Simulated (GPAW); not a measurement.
**Quasiparticle gap of LiCNO (R3m) in GPAW**

It takes space group R3m (No. 160, trigonal). Conventional cell: a = 3.288 Å, b = 3.288 Å, c = 14.286 Å, α = 90.00°, β = 90.00°, γ = 120.00°. Li has 3 N at 2.18 Å and 3 O at 2.28 Å nearest. Nearest to C lie 1 N at 1.19 Å and 1 O at 1.23 Å. N has 1 C at 1.19 Å and 3 Li at 2.18 Å nearest. Nearest to O lie 1 C at 1.23 Å and 3 Li at 2.28 Å. Farther neighbours and most contacts between anions are not listed.

```xyz
4
Lattice="1.6440 0.9492 4.7621 -1.6440 0.9492 4.7621 0.0000 -1.8983 4.7621" Properties=species:S:1:pos:R:3 pbc="T T T"
Li    0.0000    0.0000    0.0751
C     0.0000    0.0000    7.1068
N     0.0000    0.0000    5.9139
O     0.0000    0.0000    8.3336
```

- method: DFT, LDA, plane waves, PAW (and 1 further level or step)
- program: GPAW 26.7.0
- settings of one run: cutoff 600 eV, GPAW PAW setups 1.2.1 data release, 4×4×4 k-mesh, nbands 214
- cost: 4 runs, 1.9 min in all on 4 MPI ranks of Arm Neoverse V1, shared host (the runs of this entry)
- notes: The cell and positions are those that the Materials Project relaxed with its own functionals (PBE, PBE+U or r2SCAN), kept fixed. Bands and cutoff are finite, so the gap is not at the basis limit. The miss can reach some tenths of an eV and take either sign; the mesh is an error of its own.
- LDA gap: 4.49 eV, indirect
- G0W0 gap on the mesh: 7.40 eV
- GW settings: 4×4×4 mesh, 95 bands, screening to 96 eV, Godby-Needs plasmon pole
- known limits: not at the basis limit

G0W0 moves the gap on the mesh from 4.49 eV to 7.40 eV (+2.92 eV), with Z of 0.82 and 0.87 at the edges. Only 2 of the mesh's irreducible points were corrected, so a valley elsewhere could overtake.

[Paths, hosts, dates, memory and timing lines, banners, echoed tables and standing remarks are left out of the program output.]

[Logs are printed without paths, hosts, clocks, repeated set-up lines and the standing remarks that a program may print on its own settings, such as how far it seeks lower states.]

[Runs of the session that timed out or met a known fault of the program may be left out.]

[Hosts, paths, dates, database ids (printed as entryN), source tags and the programs' standing remarks are cut or masked in the printed files.]
